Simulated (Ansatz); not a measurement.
# SiPb (model cell, started as zinc blende): the cell at rest

Task: relax SiPb (model cell, started as zinc blende) tightly.

Calculated with Ansatz 0.2.0; DFT PBEsol, scalar-relativistic, plane waves, PAW.

The structure was built from a prototype and need not be the compound's stable phase.

### Step 1. Set-up

Symmetry: F-43m, No. 216, cubic system. Conventional cell: a = 5.916 Å, b = 5.916 Å, c = 5.916 Å, α = 90.00°, β = 90.00°, γ = 90.00°. Nearest to Pb lie 4 Si at 2.56 Å. Si has 4 Pb at 2.56 Å nearest. Farther neighbours are not listed.

### Step 2. Probe on a coarse mesh

First a cheap look: the gap decides the mesh and the occupations, the pressure tells how far the cell has to move.

Input file input.yaml:

```yaml
crystal:
  lattice:
    - [0.0, 2.95777, 2.95777]
    - [2.95777, 0.0, 2.95777]
    - [2.95777, 2.95777, 0.0]
  atoms:
    - { symbol: Pb, position: [0.0, 0.0, 0.0] }
    - { symbol: Si, position: [0.25, 0.25, 0.25] }
kpoints:
  mp_grid: { grid: [6, 6, 6] }
hamiltonian:
  xc: pbesol
scf:
  occupations: { method: gaussian, width: 0.1 }
output:
  forces: true
  stress: true
  eigenvalues: true
```

Command:

```sh
$ ansatz run input.yaml --threads 8 --pin off --max-ram 14336MiB --backend cpu --events-out ev --progress --plain --runs-dir out
```

Numbers of over 12 decimals in the logs are rounded to 6 here.

Output:

```text
Engine: ansatz 0.2.0, x86_64-unknown-linux-gnu
Pseudopotentials: kind: paw
Pseudopotential: Pb, paw, valence charge 14, recommended cutoff 420 eV (normal), Pb.paw.azcp
Pseudopotential: Si, paw, valence charge 4, recommended cutoff 420 eV (normal), Si.paw.azcp
Functional definition: PBEsol
  exchange = pbesol_x
  correlation = pbesol_c
Crystal: 2 atoms, lattice volume = 51.752 Å³
[...]
--- Band table (eV; the first three rows and the last of 16) ---
  k-point 0: bands = [... 5 lower, -3.7760, 8.6303, 9.0093, 9.0093, 9.0093, 11.1057, 11.1057, 11.1057]
  k-point 1: bands = [... 5 lower, -3.4445, 5.8192, 8.4462, 8.4462, 9.5337, 11.7824, 11.7824, 12.5005]
  k-point 2: bands = [... 5 lower, -2.5285, 2.9676, 7.7611, 7.7611, 9.0461, 12.2949, 12.2949, 14.7786]
  k-point 15: bands = [... 5 lower, -0.5021, 0.9536, 5.1128, 5.2834, 11.0028, 11.3466, 14.5697, 14.7844]
[key lines of the parts left out:]
SCF converged after 6 iterations
Free energy (F): -12375.287762 eV
Fermi energy:    8.852742 eV
P = ⅓ Tr σ = 8.7852 GPa (87.852 kbar)
```

The job ended after 0.23 s (8 threads of AMD EPYC 9R45, shared host; peak memory 0.4 GiB).

This step gave:

- pressure: 8.785 GPa
- volume per atom: 25.88 Å³
- gap on the k-mesh: 0 eV

The coarse mesh shows no gap and a pressure of 8.8 GPa.

### Step 3. Rough relaxation

A rough relaxation comes first, because large forces or stress need no tight tolerances yet.

Changes to input.yaml since step 2:

```diff
@@ -18 +18,6 @@
   eigenvalues: true
+relax:
+  adjacent_minimum: "off"
+  f_tol: 0.05
+  max_steps: 80
+  cell: { stress_tol: 0.5 }
```

Output:

```text
[...]
Crystal: 2 atoms, lattice volume = 51.752 Å³
Basis set: ecut = 420 eV, 965 PW (Γ), exchange–correlation on 60×60×60 points (8 copies of the dense FFT grid, shifted against one another)
Bands: 13, of which v1, the nominal top of the filled ones, is band 9 counted from 1 (8 counted from 0)
Symmetry: 24 space group operations
[...]
k-points: 16 of 216 (time reversal used)
[...]
--- Relaxed structure (2 steps of the walk, 2 accepted, 1 SCFs on fresh bases) ---
  F+E_penalty+E_count = -12375.46778697 eV   max|allowed force component| = 2.515e-17 eV/Å   (the final SCF, on the basis selected at the relaxed cell)
  cell:  # Å, volume = 59.5174 Å³
    - [0, 3.098880, 3.098880]
    - [3.098880, 0, 3.098880]
    - [3.098880, 3.098880, 0]
  atoms:
    - { symbol: Pb, position: [0, 0, 0] }
    - { symbol: Si, position: [0.25, 0.25, 0.25] }
[key lines of the parts left out:]
SCF converged after 4 iterations
Free energy (F): -12375.467787 eV
Fermi energy:    6.802560 eV
P = ⅓ Tr σ = -0.1685 GPa (-1.685 kbar)
```

The job ended after 0.49 s (8 threads; peak memory 0.44 GiB).

Step by step:

```
step  energy less that of the first step (eV)  largest force component (eV/Å)  pressure (GPa)  volume (Å³)
   1                                   0.0000                          0.0000            8.79        51.75
   2                                  -0.1787                          0.0000           -0.19        59.52
  3*                                  -0.1800                          0.0000           -0.17        59.52
```

Relaxation steps marked * repeat the geometry before them on a plane-wave basis chosen anew for their cell, so energy and pressure can jump there.

Forces are held to the 24 operations that the run works with; a distortion that breaks them can't arise in this run.

```
conventional cell, symmetrised  before  after   change
                         a (Å)   5.916  6.198   +4.8 %
                         b (Å)   5.916  6.198   +4.8 %
                         c (Å)   5.916  6.198   +4.8 %
              volume (Å³/atom)   25.88  29.76  +15.0 %
```

The relaxed structure:

```xyz
2
Lattice="0.0000 3.0989 3.0989 3.0989 0.0000 3.0989 3.0989 3.0989 0.0000" Properties=species:S:1:pos:R:3 pbc="T T T"
Pb    0.0000    0.0000    0.0000
Si    1.5494    1.5494    1.5494
```

Numbers from this step:

| Item | Value |
| --- | --- |
| pressure | -0.1685 GPa |
| volume per atom | 29.76 Å³ |

In this step the volume went from 25.88 to 29.76 Å³/atom.

### Step 4. Relaxation

Harmonic phonons are second derivatives at a point where the forces vanish, and they are wanted at zero stress, so atoms and cell are relaxed first.

input.yaml, the sections that differ from step 3:

```yaml
crystal:
  lattice:
    - [0.0, 3.0988800455, 3.0988800455]
    - [3.0988800455, 0.0, 3.0988800455]
    - [3.0988800455, 3.0988800455, 0.0]
  atoms:
    - { symbol: Pb, position: [0.0, 0.0, 0.0] }
    - { symbol: Si, position: [0.25, 0.25, 0.25] }
kpoints:
  mp_grid: { grid: [12, 12, 12] }
relax:
  adjacent_minimum: "off"
  f_tol: 0.005
  max_steps: 80
  cell: { stress_tol: 0.05 }
# hamiltonian, scf, output: as in step 3
```

Output:

```text
[...]
Crystal: 2 atoms, lattice volume = 59.517 Å³
Basis set: ecut = 420 eV, 1211 PW (Γ), exchange–correlation on 60×60×60 points (8 copies of the dense FFT grid, shifted against one another)
Bands: 13, of which v1, the nominal top of the filled ones, is band 9 counted from 1 (8 counted from 0)
Symmetry: 24 space group operations
[...]
k-points: 72 of 1728 (time reversal used)
[...]
SCF iter   1: F=—  HF=-12375.511427 eV  |F-HF|=—  |Δ(HF+E_count)|=         —  Δρ=2.79e-3  dr2=9.84e-3  ethr=1.77e-3  ⟨swp⟩=6.3  Hψ=6404  notcnv=0
[...]
SCF iter   8: F=-12375.508430 eV  HF=-12375.508430 eV  |F-HF|=1.22e-9  |Δ(HF+E_count)|=   5.78e-8  Δρ=3.25e-6  dr2=4.46e-9  ethr=5.56e-10  ⟨swp⟩=6.3  Hψ=4814  notcnv=0
SCF 1 converged in 8 iterations: F = -12375.508430 eV  dr2 = 4.46e-9
[...]
relax step   1: F+E_penalty+E_count = -12375.50843025 eV  Δ(F+E_penalty+E_count) = +0.000e0 eV  max|allowed force component| = 1.804e-16 eV/Å  Δτ_max = 0.0000 Å  P = -0.233 GPa  Ω = 59.517 Å³  (8 SCF iters, dr2 threshold 1.00e-7 eV, accepted)
Crystal: 2 atoms, lattice volume = 59.113 Å³
Basis set: ecut = 420 eV, 1139 PW (Γ), exchange–correlation on 60×60×60 points (8 copies of the dense FFT grid, shifted against one another)
[...]
SCF iter   5: F=-12375.508663 eV  HF=-12375.508663 eV  |F-HF|=9.11e-9  |Δ(HF+E_count)|=   2.10e-7  Δρ=3.70e-6  dr2=8.33e-9  ethr=7.55e-10  ⟨swp⟩=6.7  Hψ=4747  notcnv=0
SCF 2 converged in 5 iterations: F = -12375.508663 eV  dr2 = 8.33e-9
relax step   2: F+E_penalty+E_count = -12375.50866338 eV  Δ(F+E_penalty+E_count) = -2.331e-4 eV  max|allowed force component| = 9.714e-17 eV/Å  Δτ_max = 0.0000 Å  P = +0.085 GPa  Ω = 59.113 Å³  energy of the carried Pulay correction = +4.401e-5 eV  (5 SCF iters, dr2 threshold 1.36e-7 eV, accepted)
Crystal: 2 atoms, lattice volume = 59.221 Å³
[...]
SCF iter   5: F=-12375.508680 eV  HF=-12375.508680 eV  |F-HF|=7.84e-10  |Δ(HF+E_count)|=   1.38e-8  Δρ=1.03e-6  dr2=7.08e-10  ethr=1.01e-10  ⟨swp⟩=5.8  Hψ=4046  notcnv=0
SCF 3 converged in 5 iterations: F = -12375.508680 eV  dr2 = 7.08e-10
relax step   3: F+E_penalty+E_count = -12375.50867997 eV  Δ(F+E_penalty+E_count) = -1.659e-5 eV  max|allowed force component| = 8.789e-17 eV/Å  Δτ_max = 0.0000 Å  P = -0.001 GPa  Ω = 59.221 Å³  energy of the carried Pulay correction = +3.224e-5 eV  (5 SCF iters, dr2 threshold 1.82e-8 eV, accepted)
[...]
SCF iter   1: F=—  HF=-12375.508642 eV  |F-HF|=—  |Δ(HF+E_count)|=         —  Δρ=6.24e-6  dr2=5.33e-9  ethr=3.63e-7  ⟨swp⟩=3.8  Hψ=9267  notcnv=0
eigensolver tolerance schedule: the retry pair's looser diagonalisation over-reported the residual by 12256.41 of it (diagonalisation noise at an unbounded share of the residual, at the tolerance the schedule requests for it); recorded, not acted on — ethr = c·dr2/N_el stays at c = 1.0e-1
[...]
SCF iter   2: F=—  HF=-12375.508643 eV  |F-HF|=—  |Δ(HF+E_count)|=   6.86e-7  Δρ=3.05e-6  dr2=1.35e-9  ethr=2.96e-11  ⟨swp⟩=3.0  Hψ=1853  notcnv=0
[...]
SCF iter   5: F=-12375.508643 eV  HF=-12375.508643 eV  |F-HF|=3.64e-12  |Δ(HF+E_count)|=  2.18e-11  Δρ=4.27e-8  dr2=1.50e-12  ethr=1.00e-12  ⟨swp⟩=7.5  Hψ=5233  notcnv=0
SCF 4 converged in 5 iterations: F = -12375.508643 eV  dr2 = 1.50e-12
relax step   4: F+E_penalty+E_count = -12375.50864302 eV  Δ(F+E_penalty+E_count) = +3.695e-5 eV  max|allowed force component| = 8.327e-17 eV/Å  Δτ_max = 0.0000 Å  P = -0.001 GPa  Ω = 59.221 Å³  stress off target by 1.30e-3 GPa  SCF on the basis re-selected at this cell (its energy is not comparable with the rows above)  (5 SCF iters)
basis re-selected at this cell: Δ(F+E_penalty+E_count) = +3.695e-5 eV, ΔP = -0.000 GPa vs the last step (what re-selecting the basis moved, of the pressure what is left beyond the Pulay correction that the steps carried, after the strain that the cell walked since its last selection, with what the two solves' SCF thresholds leave and, on support functions, any second-order correction that the steps lacked; it is no m [...]
SCF converged after 5 iterations
Free energy (F): -12375.508643 eV
[...]
Internal energy: -12375.507532 eV  (E = F + TS)
E sigma→0 (E₀):  -12375.508088 eV
Entropy (-TS):   -0.001111 eV (-0.555 meV/atom)
Fermi energy:    7.050169 eV
[...]
--- Stress (GPa, compression-positive) ---
       -0.001303       0.000000       0.000000
        0.000000      -0.001303       0.000000
        0.000000       0.000000      -0.001303
  P = ⅓ Tr σ = -0.0013 GPa (-0.013 kbar)
--- Band table (eV; the first three rows and the last of 72) ---
  k-point 0: bands = [... 5 lower, -4.5240, 5.8712, 7.2147, 7.2147, 7.2147, 9.3861, 9.3861, 9.3861]
  k-point 1: bands = [... 5 lower, -4.4517, 5.1575, 7.0700, 7.0700, 7.4542, 9.5697, 9.5697, 9.6241]
  k-point 2: bands = [... 5 lower, -4.2381, 3.9267, 6.7582, 6.7582, 7.4292, 9.9614, 9.9614, 10.3999]
  k-point 71: bands = [... 5 lower, -1.7413, -0.3567, 3.8110, 3.9646, 9.9561, 10.9152, 11.1207, 11.5661]
--- Relaxed structure (3 steps of the walk, 3 accepted, 1 SCFs on fresh bases) ---
[...]
cell:  # Å, volume = 59.2209 Å³
    - [0, 3.093725, 3.093725]
    - [3.093725, 0, 3.093725]
    - [3.093725, 3.093725, 0]
  atoms:
    - { symbol: Pb, position: [0, 0, 0] }
    - { symbol: Si, position: [0.25, 0.25, 0.25] }
```

Wall time 1.3 s (8 threads); peak memory 0.55 GiB; 8.2 s of CPU time.

The steps of the relaxation:

```
step  energy less that of the first step (eV)  largest force component (eV/Å)  pressure (GPa)  volume (Å³)
   1                                   0.0000                          0.0000           -0.23        59.52
   2                                  -0.0002                          0.0000            0.09        59.11
   3                                  -0.0003                          0.0000            0.00        59.22
  4*                                  -0.0002                          0.0000            0.00        59.22
```

Relaxation steps marked * repeat the geometry before them on a plane-wave basis chosen anew for their cell, so energy and pressure can jump there.

Forces are held to the 24 operations that the run works with; a distortion that breaks them can't arise in this run.

```
conventional cell, symmetrised  before  after  change
                         a (Å)   6.198  6.187  -0.2 %
                         b (Å)   6.198  6.187  -0.2 %
                         c (Å)   6.198  6.187  -0.2 %
              volume (Å³/atom)   29.76  29.61  -0.5 %
```

Final coordinates:

```xyz
2
Lattice="0.0000 3.0937 3.0937 3.0937 0.0000 3.0937 3.0937 3.0937 0.0000" Properties=species:S:1:pos:R:3 pbc="T T T"
Pb    0.0000    0.0000    0.0000
Si    1.5469    1.5469    1.5469
```

This step gave:

```yaml
pressure: -0.001303 GPa
volume_per_atom: 29.61 Å³
```

In this step the volume went from 29.76 to 29.61 Å³/atom.

### Step 5. Tight relaxation

Phonons need a cell at rest on their own settings, so the relaxation is repeated with tight tolerances on forces and stress on the k mesh and occupations of the first response run.

input.yaml, the sections that differ from step 4:

```yaml
crystal:
  lattice:
    - [0.0, 3.0937247481, 3.0937247481]
    - [3.0937247481, 0.0, 3.0937247481]
    - [3.0937247481, 3.0937247481, 0.0]
  atoms:
    - { symbol: Pb, position: [0.0, 0.0, 0.0] }
    - { symbol: Si, position: [0.25, 0.25, 0.25] }
scf:
  occupations: { method: methfessel_paxton, width: 0.2 }
relax:
  adjacent_minimum: "off"
  f_tol: 0.001
  max_steps: 60
  cell: { stress_tol: 0.01 }
# kpoints, hamiltonian, output: as in step 4
```

Output:

```text
[...]
Crystal: 2 atoms, lattice volume = 59.221 Å³
Basis set: ecut = 420 eV, 1139 PW (Γ), exchange–correlation on 60×60×60 points (8 copies of the dense FFT grid, shifted against one another)
Bands: 13, of which v1, the nominal top of the filled ones, is band 9 counted from 1 (8 counted from 0)
Symmetry: 24 space group operations
[...]
k-points: 72 of 1728 (time reversal used)
[...]
k-point 71: bands = [... 5 lower, -1.7411, -0.3566, 3.8111, 3.9647, 9.9562, 10.9153, 11.1208, 11.5662]
--- Relaxed structure (1 steps of the walk, 1 accepted, 1 SCFs on fresh bases) ---
[...]
cell:  # Å, volume = 59.2209 Å³
    - [0.0, 3.0937247481, 3.0937247481]
    - [3.0937247481, 0.0, 3.0937247481]
    - [3.0937247481, 3.0937247481, 0.0]
  atoms:
    - { symbol: Pb, position: [0.0, 0.0, 0.0] }
    - { symbol: Si, position: [0.25, 0.25, 0.25] }
[key lines of the parts left out:]
SCF converged after 6 iterations
Free energy (F): -12375.508225 eV
Fermi energy:    7.037332 eV
P = ⅓ Tr σ = -0.0092 GPa (-0.092 kbar)
```

It took 0.8 s on 8 threads; peak memory 0.53 GiB.

Little changed from the start: no atom moved by 0.005 Å and no cell edge by 0.1 %.

Numbers from this step:

```yaml
pressure: -0.009177 GPa
```

The forces vanish by symmetry and the pressure is -0.009 GPa, within the tolerances set. The cell now holds 29.61 Å³/atom.

### Step 6. Summary of results

| Item | Value |
| --- | --- |
| space group after relaxation (within 0.01 Å) | F-43m |
| lattice constant a | 6.187 Å |
| lattice constant b | 6.187 Å |
| lattice constant c | 6.187 Å |
| volume per atom | 29.6 Å³ |

In words: The forces vanish by symmetry and the pressure is -0.009 GPa, within the tolerances set. The cell now holds 29.61 Å³/atom. The relaxation keeps the symmetry of its start, so it says nothing on stability against lower symmetry. Spin-orbit coupling is left out, which can matter for the heavy elements here. The starting cell was built on a prototype and not taken from a measurement, so the phase need not exist.

[Logs are printed without paths, hosts, clocks, repeated set-up lines and the standing remarks that a program may print on its own settings, such as how far it seeks lower states.]

[Hosts, paths, dates, database ids (printed as entryN), source tags and the programs' standing remarks are cut or masked in the printed files.]
